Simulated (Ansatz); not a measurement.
**From response functions to U, by hand: CmAs**

What arithmetic lies between the response of the shell of CmAs and its U?

Calculated with Ansatz 0.2.0; PBE, U by linear response; plane waves, collinear spin, no spin–orbit coupling.

In doubt: an open 5f shell, unless half filled, can sit in one of many states, so energies may not be the lowest and differences between runs may mislead.

## 1. The starting structure

The structure is cubic, space group Fm-3m (No. 225). The conventional cell has a = 5.901 Å, b = 5.901 Å, c = 5.901 Å, α = 90.00°, β = 90.00°, γ = 90.00°. Nearest to Cm lie 6 As at 2.95 Å. Nearest to As lie 6 Cm at 2.95 Å. Farther neighbours are not listed.

For 5f shells spin–orbit coupling is as large as these effects and is left out here, so moments and couplings are those of a spin-only model.

## 2. The response run

The input, input.yaml:

```yaml
crystal:
  lattice:
    - [0.0, 2.9505, 2.9505]
    - [2.9505, 0.0, 2.9505]
    - [2.9505, 2.9505, 0.0]
  atoms:
    - { symbol: Cm, position: [0.5, 0.5, 0.5], spin: 7.5 }
    - { symbol: As, position: [0.0, 0.0, 0.0] }
magnetization:
  spin_polarized: true
kpoints:
  mp_grid: { grid: [8, 8, 8] }
hamiltonian:
  xc: pbe
  hubbard:
    sites: [{ species: Cm, l: f, u_eff: linear-response }]
    lr: { qmesh: [2, 2, 2] }
scf:
  occupations: { method: fermi_dirac, width: 0.1 }
output:
  eigenvalues: true
```

Run with:

```sh
ansatz run input.yaml --threads 2 --pin off --max-ram 5120MiB --backend cpu --events-out ev --progress --plain --runs-dir out
```

Numbers of over 12 decimals in the logs are rounded to 6 here.

Output:

```text
Cm: projections on atomic orbitals take those of the free atom [Xe 4f14 5d10] 5f7 6s2 6p6 6d1 7s2, of charge +0.00 (hamiltonian.pseudopotentials.projection_atoms); the dataset's partial waves leave at most 1.5e-4 of an orbital's norm unspanned inside its sphere
[...]
k-point 1 ↑: bands = [... 13 lower, 8.0263, 8.2002, 8.2002, 8.2261, 12.3983, 12.9514, 12.9514, 14.5405, ... 4 higher]
  k-point 2 ↑: bands = [... 13 lower, 8.0685, 8.1457, 8.1457, 8.2287, 10.6212, 11.8148, 11.8148, 15.0129, ... 4 higher]
  k-point 28 ↓: bands = [... 13 lower, 15.2396, 15.2396, 15.8517, 15.8517, 15.9022, 16.0465, 16.0979, 17.3192, ... 4 higher]
Occupation matrices written to <dir>
[key lines of the parts left out:]
SCF converged after 12 iterations
Magnetization: 6.9803 μB (19.9902 up, 13.0098 down)
Free energy (F): -21052.826149 eV
Fermi energy:    13.081608 eV
```

Wall time 50 s (2 threads of Arm Neoverse V1, shared host); peak memory 0.64 GiB; 99 s of CPU time.

The cell holds one Cm shell, so at each wavevector the bare response χ₀ and the screened one χ are single numbers (electrons per eV of shift):

| q (fractions) | weight | χ₀ | χ |
| --- | --- | --- | --- |
| 0 0 0 | 0.125 | -0.1375 | -0.09518 |
| 0 0 -0.5 | 0.5 | -0.179 | -0.1049 |
| 0 -0.5 -0.5 | 0.375 | -0.173 | -0.1028 |

## 3. U from the wavevectors

In the supercell that the mesh stands for, the matrices χ₀ and χ are diagonal in q. The on-site element of χ₀⁻¹ − χ⁻¹ is then the weighted mean of 1/χ₀(q) − 1/χ(q):

| q | 1/χ₀ | 1/χ | difference (eV) | × weight |
| --- | --- | --- | --- | --- |
| 0 0 0 | -7.273 | -10.506 | 3.234 | 0.404 |
| 0 0 -0.5 | -5.587 | -9.533 | 3.946 | 1.973 |
| 0 -0.5 -0.5 | -5.780 | -9.728 | 3.947 | 1.480 |

The sum is U = 3.86 eV.

## 4. A self-consistent U

Edit input.yaml of step 2 so:

```diff
@@ -15,4 +15,4 @@
   hubbard:
-    sites: [{ species: Cm, l: f, u_eff: linear-response }]
-    lr: { qmesh: [2, 2, 2] }
+    sites: [{ species: Cm, l: f, u_eff: self-consistent }]
+    lr: { max_cycles: 12 }
 scf:
```

Output:

```text
[...]
LR-U cycle 1: input U_eff = [0.000] eV
Crystal: 2 atoms, lattice volume = 51.371 Å³
Basis set: ecut = 420 eV, 965 PW (Γ)
Bands: 25, of which v1, the nominal top of the filled ones, is band 17 counted from 1 (16 counted from 0)
Symmetry: 48 space group operations
[...]
k-points: 29 of 512
[...]
Starting moments: Σ|m| = 7.5 μB on 1 of 2 sites
[...]
k-point 1 ↑: bands = [... 13 lower, 8.5204, 8.6947, 8.6947, 8.7214, 12.4210, 12.9678, 12.9678, 14.5456, ... 4 higher]
  k-point 2 ↑: bands = [... 13 lower, 8.5607, 8.6390, 8.6390, 8.7241, 10.6760, 11.8297, 11.8297, 15.0187, ... 4 higher]
  k-point 28 ↓: bands = [... 13 lower, 14.9433, 14.9433, 15.4223, 15.4223, 15.4802, 15.6106, 15.6846, 17.1935, ... 4 higher]
Occupation matrices written to <dir>
[key lines of the parts left out:]
SCF converged after 12 iterations
Magnetization: 6.9782 μB (19.9891 up, 13.0109 down)
Free energy (F): -21052.878415 eV
Fermi energy:    13.090156 eV
```

The job ended after 28 s (2 threads; peak memory 0.41 GiB; 53 s of CPU time).

This run (PBE, one cell, self-consistent) fed each U back as the input of the next response:

| cycle | U in (eV) | U out (eV) |
| --- | --- | --- |
| 1 | 0 | 3.231 |
| 2 | 3.231 | 2.93 |
| 3 | 2.93 | 2.961 |
| last | ? | ? |

Take U out as linear in U in through cycles 2 and 3: the slope is (2.961 − 2.93) / (2.93 − 3.231) = -0.103, and the fixed point U = (2.93 − (-0.103) × 3.231) / (1 − (-0.103)) = 2.96 eV.

## 5. Results

```
U by hand                          : 3.86 eV
the program's plain matrix element : 3.86 eV
the U that it reports              : 3.88 eV
fixed point from cycles 2 and 3    : 2.96 eV
U after 4 cycles                   : 2.96 eV
```

**Reading.** The hand sum gives 3.86 eV against the program's plain element of 3.86 eV; it reports 3.88 eV, after a correction for the finite mesh. The point q = 0 alone, where all images are shifted together, would give 3.23 eV. Inverting the averaged responses instead, 1/⟨χ₀⟩ − 1/⟨χ⟩ = 3.89 eV, leaves out how a shift on one site moves its neighbours. The line through two cycles predicts 2.96 eV; the run ended at 2.96 eV after 4 cycles. A slope between −1 and 0 makes the cycles close in from both sides. That run uses one cell, so its U is not converged with the distance between images. U belongs to the state on which the response was measured and to the projectors (the default); the state printed in the log is the closing SCF at the computed U. For 5f shells spin–orbit coupling is as large as these effects and is left out here, so moments and couplings are those of a spin-only model.

[Logs and program files are shortened in this print: banners, set-up blocks, solver, clock and traceback lines can be left out without a mark of their own.]

[Logs are printed without paths, hosts, clocks, repeated set-up lines and the standing remarks that a program may print on its own settings, such as how far it seeks lower states.]

[Hosts, paths, dates, database ids (printed as entryN), source tags and the programs' standing remarks are cut or masked in the printed files.]

[Where a cell is said to come from a database of computed structures, the database is the Materials Project.]
